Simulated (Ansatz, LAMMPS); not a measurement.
# A frame of aqueous N(CH3)4+ and TFSI-, 0.9 mol of salt per kg of water from 300 K (215 atoms): where an added charge goes, part 3 of 4

Does an extra electron or hole in a frame of aqueous N(CH3)4+ and TFSI-, 0.9 mol of salt per kg of water from 300 K (215 atoms) stay spread out, or do the atoms trap it?

Ansatz 0.2.0; Kohn-Sham DFT, PBE+D4, PAW (set soft_2), plane waves.

The cell: 6 C, 2 N, 134 H, 2 S, 65 O and 6 F. The network of contacts between molecules at the start is that of the classical potential that made the cell. Sampling is at Γ alone, for a cell whose shortest periodic width is 13 Å. The liquid is relaxed first.

So far. Step 3 (Relaxation): The relaxation converged after 37 steps, 10.6 eV below its start, with a largest force component of 0.039 eV/Å. Step 5 (An extra electron, atoms held): An extra electron, atoms held: the energy stands 2.54 eV above that of the reference. An odd electron should give 1 μB; this run ended with the carrier shared between both spins.

**6. An extra electron, atoms relaxed**

The atoms now respond to the charge; the energy gained comes from screening by the atoms, from trapping if the charge localises, and from any strain left in the reference.

The input, input.yaml:

```yaml
crystal:
  lattice:
    - [13.02916, 0.0, 0.0]
    - [0.0, 13.02916, 0.0]
    - [0.0, 0.0, 13.02916]
  atoms:
    [... the 215 atom lines of step 4 ...]
total_charge: -1
kpoints:
  mp_grid: { grid: [1, 1, 1] }
hamiltonian:
  xc: pbe
  dispersion: d4
scf:
  occupations: { method: fermi_dirac, width: 0.01 }
  lower_state_search: "off"
output:
  forces: true
magnetization:
  spin_polarized: true
  initial_magnetization: 1
relax:
  f_tol: 0.05
  max_steps: 90
```

The run is started by

```console
ansatz run input.yaml --threads 4 --pin off --max-ram 8192MiB --backend cpu --events-out ev --progress --plain --runs-dir out
```

Numbers of over 12 decimals in the logs are rounded to 6 here.

Output:

```text
[...]
Pseudopotentials: kind: paw
Pseudopotential: C, paw, valence charge 4, recommended cutoff 420 eV (normal), C.paw.azcp
Pseudopotential: N, paw, valence charge 5, recommended cutoff 420 eV (normal), N.paw.azcp
Pseudopotential: H, paw, valence charge 1, recommended cutoff 420 eV (normal), H.paw.azcp
Pseudopotential: S, paw, valence charge 6, recommended cutoff 420 eV (normal), S.paw.azcp
Pseudopotential: O, paw, valence charge 6, recommended cutoff 420 eV (normal), O.paw.azcp
Pseudopotential: F, paw, valence charge 7, recommended cutoff 420 eV (normal), F.paw.azcp
[... 5 lines on functional and potentials left out ...]
Crystal: 215 atoms, lattice volume = 2211.817 Å³
Basis set: ecut = 420 eV, 43387 PW (Γ), exchange–correlation on 180×180×180 points (8 copies of the dense FFT grid, shifted against one another)
Bands: 522, of which v1, the nominal top of the filled ones, is band 307 counted from 1 (306 counted from 0)
Symmetry: 1 space group operations
Space group: P1 (ITA 1), of the structure as read, at distance tolerance 1.3e-4 Å
Magnetic group: BNS 1.1 (UNI 1), of the structure as read, at distance tolerance 1.3e-4 Å
k-points: 1
[... 13 lines on functional and potentials left out ...]
Starting moments: Σ|m| = 1 μB on 215 of 215 sites
Initial wavefunctions: pseudopotential atomic-orbital guess
[...]
SCF iter   1: F=—  HF=-48047.939543 eV  |F-HF|=—  |Δ(HF+E_count)|=         —  Δρ=5.75e-2 (↑5.72e-2 ↓5.75e-2)  dr2=2.57e2  dr2_m=2.35e-3  M=1.000 μB ∫|m|=1.007 μB  β_m=1.00  ethr=3.10e-3  ⟨swp⟩=5.0  Hψ=4374  notcnv=0  defer=272
preconditioner: auto → Resta (q_TF=auto, 2.203 Å⁻¹)  ε∞=2.2  [insulator: Δε(μ)=0.572 eV  Ē_g=15.468 eV  σ=0.010 eV  W_gap=1.00  n_scr=388 (ndim 8)  ℏωp=17.0 eV  f_vac=0.170  D(μ)=0.00/eV (n_scr^D=0)  ε∞_Penn≈2.2]
spin=Collinear: Resta preconditioning applied to the charge; magnetization (m = ρ↑ − ρ↓) channel mixes plain (no charge-response kernel on spin).
SCF iter   2: F=—  HF=-47986.201144 eV  |F-HF|=—  |Δ(HF+E_count)|=         —  Δρ=2.81e-2 (↑2.80e-2 ↓2.81e-2)  dr2=5.64e1  dr2_m=5.50e-4  M=0.502 μB ∫|m|=0.530 μB  β_m=0.30  ethr=3.10e-3  ⟨swp⟩=3.0  Hψ=1832  notcnv=0  defer=416
Mixer restart at iter 2: flushing history
[...]
SCF iter  14: F=—  HF=-47971.412265 eV  |F-HF|=—  |Δ(HF+E_count)|=   1.56e-6  Δρ=5.82e-6 (↑5.82e-6 ↓5.65e-6)  dr2=4.44e-8  dr2_m=6.53e-7  M=0.001 μB ∫|m|=0.004 μB  β_m=0.30  ethr=5.00e-11  ⟨swp⟩=1.0  Hψ=2275  notcnv=0
SCF iter  15: F=-47971.412266 eV  HF=-47971.412265 eV  |F-HF|=6.77e-7  |Δ(HF+E_count)|=   6.85e-7  Δρ=4.32e-6 (↑4.24e-6 ↓4.32e-6)  dr2=1.43e-8  dr2_m=3.68e-7  M=0.001 μB ∫|m|=0.003 μB  ethr=7.24e-12  ⟨swp⟩=1.0  Hψ=2712  notcnv=0
WARN: the starting moments were not kept: the SCF closed with an absolute magnetisation of 3.0e-3 μB, where they sum to 1 μB in size (215 sites). That is at most 0.1 of that sum. Measured as dr2_m measures the in/out step, that magnetisation stands 6.3e-8 eV from none, [...]
SCF 1 converged in 15 iterations: F = -47971.412266 eV  dr2 = 1.43e-8
[...]
relax step   1: F+E_penalty+E_count = -47971.41226616 eV  Δ(F+E_penalty+E_count) = +0.000e0 eV  max|allowed force component| = 1.122e-1 eV/Å  Δτ_max = 0.0000 Å  (15 SCF iters, dr2 threshold 6.25e-5 eV, accepted)
[... from here on, the SCF cycles and remarks between the steps are left out, and one step in 5 is shown ...]
relax step   2: F+E_penalty+E_count = -47971.41866553 eV  Δ(F+E_penalty+E_count) = -6.399e-3 eV  max|allowed force component| = 1.535e-1 eV/Å  Δτ_max = 0.0808 Å  (8 SCF iters, accepted)
relax step   5: F+E_penalty+E_count = -47971.43137410 eV  Δ(F+E_penalty+E_count) = -5.851e-3 eV  max|allowed force component| = 4.947e-2 eV/Å  Δτ_max = 0.0612 Å  (9 SCF iters, accepted)
relax step  10: F+E_penalty+E_count = -47971.70764974 eV  Δ(F+E_penalty+E_count) = -1.062e-1 eV  max|allowed force component| = 1.534e-1 eV/Å  Δτ_max = 0.1946 Å  (6 SCF iters, dr2 threshold 4.03e-5 eV, accepted)
relax step  15: F+E_penalty+E_count = -47971.90118438 eV  Δ(F+E_penalty+E_count) = -1.714e-2 eV  max|allowed force component| = 2.391e-1 eV/Å  Δτ_max = 0.0754 Å  (10 SCF iters, accepted)
relax step  20: F+E_penalty+E_count = -47971.96757081 eV  Δ(F+E_penalty+E_count) = -3.109e-2 eV  max|allowed force component| = 2.575e-1 eV/Å  Δτ_max = 0.1948 Å  (7 SCF iters, dr2 threshold 6.16e-5 eV, accepted)
relax step  25: F+E_penalty+E_count = -47972.13373225 eV  Δ(F+E_penalty+E_count) = -1.531e-2 eV  max|allowed force component| = 4.575e-1 eV/Å  Δτ_max = 0.1483 Å  (7 SCF iters, dr2 threshold 3.34e-5 eV, accepted)
relax step  30: F+E_penalty+E_count = -47972.19071268 eV  Δ(F+E_penalty+E_count) = -1.161e-3 eV  max|allowed force component| = 1.722e-1 eV/Å  Δτ_max = 0.1110 Å  (6 SCF iters, dr2 threshold 2.77e-5 eV, accepted)
relax step  33: F+E_penalty+E_count = -47972.19883443 eV  Δ(F+E_penalty+E_count) = -1.899e-4 eV  max|allowed force component| = 9.516e-2 eV/Å  Δτ_max = 0.0609 Å  (9 SCF iters, accepted)
[...]
Step cancelled. What follows is not a result of the run: it is the report of the last solve that finished, which converged after 9 SCF iterations.
Magnetization: -0.0000 μB (306.5000 up, 306.5000 down)
Absolute magnetization: 0.0000 μB (∫|ρ↑−ρ↓|, with the PAW one-centre terms)
Spin contamination: 0.0000 ħ² per cell (⟨S²⟩ above its minimum at these occupations)
Per-site moments (μB) at R_I (Å): [(-8.650312065825437e-9, 0.450838), (2.752952134614428e-8, 0.617219), (4.514066195228608e-9, 0.450845), (5.104168014431776e-8, 0.450640), (-9.070434497224217e-8, 0.450931), [...]
Free energy (F): -47972.198834 eV
Harris-Foulkes:  -47972.198834 eV  (|F-HF|=4.42e-9)
Internal energy: -47972.184971 eV  (E = F + TS)
E sigma→0 (E₀):  -47972.191903 eV
Entropy (-TS):   -0.013863 eV (-0.064 meV/atom)
Fermi energy:    2.632450 eV
--- Per-component energies (eV) ---
[...]
Σ components = -47972.198834   (vs F -47972.198834, Δ=0.00e0)
--- Forces (eV/Å), atoms counted from 1 ---
  atom   1  C     -0.00067286    -0.00036901     0.00067934
  atom   2  N     -0.00589331     0.00043805    -0.00085337
  atom   3  C      0.00116993    -0.00442509    -0.00061110
  atom   4  C     -0.00515580    -0.00442755    -0.00216583
[...]
atom 215  H      0.00065623     0.00020476     0.00112856
  max |Σ_I F_I| component: 9.78e-5 eV/Å
End of that report.
Error: SIGTERM received: cancelled by the caller after 1 completed SCF iterations
```

The job ended after 22 min (4 threads of Intel Xeon 6975P-C (Granite Rapids), shared host; peak memory 5.6 GiB).

The relaxation was stopped at its limit after 33 steps, 0.787 eV below its start, with a largest force component of 0.095 eV/Å.

An extra electron, atoms relaxed: the energy stands 1.75 eV above that of the reference.

**7. An extra electron, levels at the relaxed geometry**

A single point at the new geometry gives levels and spin density.

The input, input.yaml:

```yaml
crystal:
  lattice:
    - [13.02916, 0.0, 0.0]
    - [0.0, 13.02916, 0.0]
    - [0.0, 0.0, 13.02916]
  atoms:
    - { symbol: C, position: [0.63036, 0.92717, 0.09931] }
    - { symbol: "N", position: [0.66598, 0.86961, 0.00654] }
    - { symbol: C, position: [0.60817, 0.77027, 0.99822] }
    - { symbol: C, position: [0.77869, 0.84765, 0.01551] }
    - { symbol: C, position: [0.64596, 0.93336, 0.91259] }
    - { symbol: H, position: [0.67243, 0.99965, 0.10338] }
    [... 203 atom lines left out ...]
    - { symbol: O, position: [0.37686, 0.0308, 0.62313] }
    - { symbol: H, position: [0.42344, 0.07794, 0.66095] }
    - { symbol: H, position: [0.3316, 0.07411, 0.57816] }
    - { symbol: O, position: [0.44206, 0.78432, 0.19988] }
    - { symbol: H, position: [0.41921, 0.75531, 0.26675] }
    - { symbol: H, position: [0.39461, 0.76008, 0.14684] }
total_charge: -1
kpoints:
  mp_grid: { grid: [1, 1, 1] }
hamiltonian:
  xc: pbe
  dispersion: d4
scf:
  occupations: { method: fermi_dirac, width: 0.01 }
  lower_state_search: "off"
output:
  forces: true
  stress: true
  populations: true
  dos:
    method: { smearing: { sigma: 0.1 } }
    de: 0.1
    projected: { site_lists: { C: [C], F: [F], H: [H], "N": ["N"], O: [O] } }
  eigenvalues: true
  write_density: true
  write_potential: true
  volumetric_format: npy
magnetization:
  spin_polarized: true
  initial_magnetization: 1
```

Output:

```text
[...]
Crystal: 215 atoms, lattice volume = 2211.817 Å³
Basis set: ecut = 420 eV, 43387 PW (Γ), exchange–correlation on 180×180×180 points (8 copies of the dense FFT grid, shifted against one another)
Bands: 522, of which v1, the nominal top of the filled ones, is band 307 counted from 1 (306 counted from 0)
Symmetry: 1 space group operations
[...]
k-points: 1
[...]
Starting moments: Σ|m| = 1 μB on 215 of 215 sites
[...]
SCF iter   1: F=—  HF=-48048.212519 eV  |F-HF|=—  |Δ(HF+E_count)|=         —  Δρ=5.73e-2 (↑5.70e-2 ↓5.73e-2)  dr2=2.55e2  dr2_m=2.31e-3  M=1.000 μB ∫|m|=1.006 μB  β_m=1.00  ethr=3.10e-3  ⟨swp⟩=5.0  Hψ=4374  notcnv=0  defer=266
[...]
SCF iter  16: F=-47972.198827 eV  HF=-47972.198827 eV  |F-HF|=3.35e-10  |Δ(HF+E_count)|=  4.87e-10  Δρ=1.54e-7 (↑1.54e-7 ↓1.20e-7)  dr2=4.44e-10  dr2_m=2.72e-10  M=0.000 μB ∫|m|=0.000 μB  ethr=1.00e-12  ⟨swp⟩=6.0  Hψ=4631  notcnv=0
[...]
SCF 1 converged in 16 iterations: F = -47972.198827 eV  dr2 = 4.44e-10
[...]
SCF converged after 16 iterations
Magnetization: 0.0000 μB (306.5000 up, 306.5000 down)
Absolute magnetization: 0.0001 μB (∫|ρ↑−ρ↓|, with the PAW one-centre terms)
[...]
Per-site moments (μB) at R_I (Å): [(-1.9045032453355272e-7, 0.450862), (4.1813150976184194e-7, 0.617211), (-1.9337324255176094e-7, 0.450826), (-1.9262376366471266e-7, 0.450634), (-1.74638955510212e-7, 0.450919), [...]
Free energy (F): -47972.198827 eV
[...]
Internal energy: -47972.184964 eV  (E = F + TS)
E sigma→0 (E₀):  -47972.191896 eV
Entropy (-TS):   -0.013863 eV (-0.064 meV/atom)
Fermi energy:    2.632460 eV
[...]
--- Forces (eV/Å), atoms counted from 1 ---
  atom   1  C     -0.00321256    -0.00133619     0.00261752
  atom   2  N     -0.00602570     0.00016298    -0.00102416
  atom   3  C      0.00340061    -0.00606659    -0.00270834
  atom   4  C     -0.00659420    -0.00522543    -0.00276413
  atom   5  C     -0.00165039    -0.00171742    -0.00172564
  atom   6  H     -0.00285386    -0.00071826     0.00098993
  atom   7  H     -0.00534187     0.00675859    -0.00879162
  atom   8  H      0.00581429     0.00053796    -0.00156241
  atom   9  H      0.00609115     0.00107987    -0.00139961
  atom  10  H     -0.00166377     0.00023581     0.00317878
  atom  11  H     -0.00252789     0.00301483    -0.00272601
  atom  12  H      0.00055626    -0.00060589     0.00151375
  atom  13  H     -0.00081988     0.00111876     0.00054177
  atom  14  H     -0.00068569     0.00117787     0.00268744
[...]
atom 214  H     -0.00174249    -0.00130122     0.00101309
  atom 215  H     -0.00167615    -0.00087771    -0.00123817
  max |Σ_I F_I| component: 1.30e-5 eV/Å
--- Stress (GPa, compression-positive) ---
       -0.473113      -0.162744      -0.002628
       -0.162744      -0.506835      -0.066327
       -0.002628      -0.066327      -0.403661
  P = ⅓ Tr σ = -0.4612 GPa (-4.612 kbar)
--- Band table (eV) ---
[...]
--- Löwdin populations: 215 sites ---
  site symbol       q [e]    m [muB]
     0      C      4.3511    -0.0000
     1      N      4.8443     0.0000
     2      C      4.3516    -0.0000
[...]
214      H      0.6231     0.0000
  spilling = 0.012023 (of n_electrons = 613.000000)
```

Run time: 1.9 min. Hardware: 4 threads; peak memory 5.6 GiB; 7.1 min of CPU time.

An extra electron, levels at the relaxed geometry: the energy stands 1.75 eV above that of the reference. An odd electron should give 1 μB; this run ended with the carrier shared between both spins.

The levels nearest the highest filled one (over half full), pooled over k-points and spins:

```tsv
level less the highest filled one (eV)	occupation
-4.94	1
-4.94	1
0	0.5
0	0.5
0.692	0
0.692	0
0.848	0
0.848	0
```

**8. Neutral at the geometry of the electron**

The neutral cell at the new geometry gives the energy of that geometry without the charge.

The input, input.yaml:

```yaml
crystal:
  lattice:
    - [13.02916, 0.0, 0.0]
    - [0.0, 13.02916, 0.0]
    - [0.0, 0.0, 13.02916]
  atoms:
    [... the 215 atom lines of step 7 ...]
kpoints:
  mp_grid: { grid: [1, 1, 1] }
hamiltonian:
  xc: pbe
  dispersion: d4
scf:
  occupations: { method: gaussian, width: 0.05 }
output:
  forces: true
  stress: true
  populations: true
  dos:
    method: { smearing: { sigma: 0.1 } }
    de: 0.1
    projected: { site_lists: { C: [C], F: [F], H: [H], "N": ["N"], O: [O] } }
  eigenvalues: true
```

Output:

```text
[...]
Crystal: 215 atoms, lattice volume = 2211.817 Å³
Basis set: ecut = 420 eV, 43387 PW (Γ), exchange–correlation on 180×180×180 points (8 copies of the dense FFT grid, shifted against one another)
Bands: 521, of which v1, the nominal top of the filled ones, is band 306 counted from 1 (305 counted from 0)
Symmetry: 1 space group operations
[...]
k-points: 1
[...]
SCF iter   1: F=—  HF=-47974.989260 eV  |F-HF|=—  |Δ(HF+E_count)|=         —  Δρ=3.33e-3  dr2=3.65e-1  ethr=1.77e-3  ⟨swp⟩=5.0  Hψ=2265  notcnv=0  defer=162
[...]
SCF iter  10: F=-47974.763496 eV  HF=-47974.763496 eV  |F-HF|=5.22e-9  |Δ(HF+E_count)|=   2.20e-9  Δρ=1.17e-6  dr2=2.64e-8  ethr=1.63e-11  ⟨swp⟩=16.0  Hψ=3757  notcnv=0
SCF 1 converged in 10 iterations: F = -47974.763496 eV  dr2 = 2.64e-8
[...]
SCF converged after 10 iterations
Free energy (F): -47974.763496 eV
[...]
Internal energy: -47974.763496 eV  (E = F + TS)
E sigma→0 (E₀):  -47974.763496 eV
Fermi energy:    0.194873 eV
[...]
--- Forces (eV/Å), atoms counted from 1 ---
  atom   1  C     -0.00672004     0.00321285     0.01203445
  atom   2  N     -0.00427983    -0.00712537     0.00003778
  atom   3  C     -0.00104998    -0.01366349    -0.00289914
  atom   4  C     -0.00097097    -0.00553425    -0.00221780
  atom   5  C     -0.00406399     0.00185390    -0.00751114
  atom   6  H     -0.00439091    -0.00549388    -0.00407226
  atom   7  H     -0.00742175     0.00808342    -0.01871197
  atom   8  H      0.00958278    -0.00062203    -0.00222896
  atom   9  H      0.00925727     0.00760147    -0.00104891
  atom  10  H      0.00082490     0.00769859     0.00625545
  atom  11  H     -0.00124151     0.01133026    -0.00646693
  atom  12  H     -0.00428892     0.00035371     0.00591613
  atom  13  H     -0.00464726     0.00449818    -0.00565230
  atom  14  H     -0.00522851     0.00082048     0.00300210
[...]
atom 214  H      0.00341780     0.01760890    -0.01512262
  atom 215  H      0.02816655     0.01912910     0.01648880
  max |Σ_I F_I| component: 9.54e-5 eV/Å
--- Stress (GPa, compression-positive) ---
       -0.598368      -0.153217      -0.004224
       -0.153217      -0.646034      -0.076582
       -0.004224      -0.076582      -0.523771
  P = ⅓ Tr σ = -0.5894 GPa (-5.894 kbar)
--- Band table (eV) ---
[...]
--- Löwdin populations: 215 sites ---
  site symbol       q [e]
     0      C      4.3474
     1      N      4.8426
     2      C      4.3480
[...]
214      H      0.6188
  spilling = 0.011857 (of n_electrons = 612.000000)
```

Wall time 44 s (4 threads); peak memory 3.4 GiB; 2.7 min of CPU time.

Neutral at the geometry of the electron: the energy stands 0.815 eV below that of the reference.

(Continued in part 4 of 4.)

[Logs are printed without paths, hosts, clocks, repeated set-up lines and the standing remarks that a program may print on its own settings, such as how far it seeks lower states.]

[Hosts, paths, dates, database ids (printed as entryN), source tags and the programs' standing remarks are cut or masked in the printed files.]
